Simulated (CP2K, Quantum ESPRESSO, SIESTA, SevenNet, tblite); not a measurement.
# Pressure against volume in random zinc-blende (Al, Ga, In)P solid solution (64 atoms), QE, PBE

The cell holds 64 atoms: 11 Ga, 32 P, 10 Al and 11 In. Its edges and angles: a = 11.188 Å, b = 11.188 Å, c = 11.188 Å, α = 90.0°, β = 90.0°, γ = 90.0°. Zinc-blende lattice (a = 5.594 Å, the mean of the end members), 2 x 2 x 2 cells, metal sites filled at random with 10 Al, 11 Ga, 11 In; not relaxed, displaced by a Gaussian of 0.02 Å. Then the atoms were relaxed with SevenNet 0 in the fixed cell.

Calculated with Quantum ESPRESSO 7.5: PBE; plane waves, SSSP efficiency, 60/480 Ry; k-points Γ. The unchanged cell has V0 = 21.882 Å³ an atom and P0 = 2.957 GPa. It is scaled evenly, with fractional positions held.

```
volume (Å³/atom)  pressure (GPa)
          20.569           9.029
          21.225           5.757
          22.538               ?
          23.194          -1.482
```

Task: Fit a second-order expansion in ln V to the rows given and interpolate to the withheld row.

Worked fit:

To second order in u = ln(V/V0), P = P0 − B u + ½ B B′ u², with B the bulk modulus at V0 and B′ its pressure derivative. So v = (P − P0)/u is a line in u, with intercept −B and slope ½ B B′.

| u | v (GPa) |
| --- | --- |
| -0.0618754 | -98.1327 |
| -0.0304592 | -91.9262 |
| 0.0582689 | -76.1864 |

With n = 3: mean u = -0.0113552, mean v = -88.7484, Σ(u − ū)² = 0.0077648, Σ(u − ū)(v − v̄) = 1.4094. Slope b = 1.4094 / 0.0077648 = 181.51; intercept a = v̄ − b ū = -86.687.

So B = 86.7 GPa and B′ = 2b/B = 4.2. At the withheld volume u = 0.02956, v = a + b u = -81.32 GPa, and P = P0 + u v.

Prediction at 22.538: 0.5532 GPa. The run gave 0.564 GPa, so the fit is low by 0.011 GPa (1.9 % of the value).

B′ = 4.2 rests on three points. Among the rows given, the largest miss of the fit is at 20.569, by 0.013 GPa (0.13 % of the range of the table).

Limits: Static cells at zero temperature, with the cell shape held.

[Logs are printed without paths, hosts, clocks, repeated set-up lines and the standing remarks that a program may print on its own settings, such as how far it seeks lower states.]

[Hosts, paths, dates, database ids (printed as entryN), source tags and the programs' standing remarks are cut or masked in the printed files.]
